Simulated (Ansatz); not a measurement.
# Tunnelling across a broken Ge chain: predicting one gap

Set-up. Ansatz 0.2.0, plane waves with PAW datasets at the program's default cutoffs, Fermi-Dirac smearing of 0.05 eV, chains in boxes 7.5 Å wide or more, moments seeded when the perfect chain is relaxed. PBE, no spin-orbit coupling; one bond is opened by s Å beyond its relaxed length, the other atoms of a straight cell of 13 kept, without spin, and the conductance taken at 300 K.

| run | G (G₀) | largest error term (%) | s | ln G |
| --- | --- | --- | --- | --- |
| +1.2 Å | 0.9827 | 6 | 1.2 | −0.01746 |
| +1.8 Å | 0.2859 | 7 | 1.8 | −1.252 |
| +2.5 Å | 0.05903 | 8 | 2.5 | −2.83 |
| +4.2 Å | 0.001256 | 21 | 4.2 | −6.68 |

One run is withheld: run = +3.3 Å, with s = 3.3. Fit a straight line ln G = a + b × s to the 4 rows shown and predict it.

**Fit.** The means are 2.425 for s and −2.695 for ln G. The sum of products of deviations is −11.27 and the sum of squares in s is 5.048, so b = −11.27 / 5.048 = −2.232 and a = −2.695 − (−2.232) × 2.425 = 2.717. The residuals' standard deviation, with 2 degrees of freedom, is σ = 0.06.

**Prediction.** ln G = 2.717 + (−2.232) × 3.3 = −4.648, that is 0.00958 G₀. The run gave 0.00958 G₀ (ln G = −4.648), so the prediction less the run is +0.00039. The standard error of a prediction there, σ√(1 + 1/4 + (3.3 − 2.425)²/5.048), is 0.071, and the miss is 0.0056 times that, for a point between the fitted rows. With so few rows σ is itself uncertain.

**Limits.** Between neighbouring runs the slope of ln G lies between −2.27 and −2.06 per Å, so one exponential is an approximation. Error terms (up to 21 %, withheld run included) bound how much a small miss can mean. Broken ends may want a moment where none was allowed. No image potential, spin-orbit coupling or relaxation; a bent or dimerised chain may be lower in energy. Series of this kind are told only where this holds: one magnetic state in all runs, error terms under 60 %, and the runs' own leads conduct as the perfect chain does. 36 of 42 did.
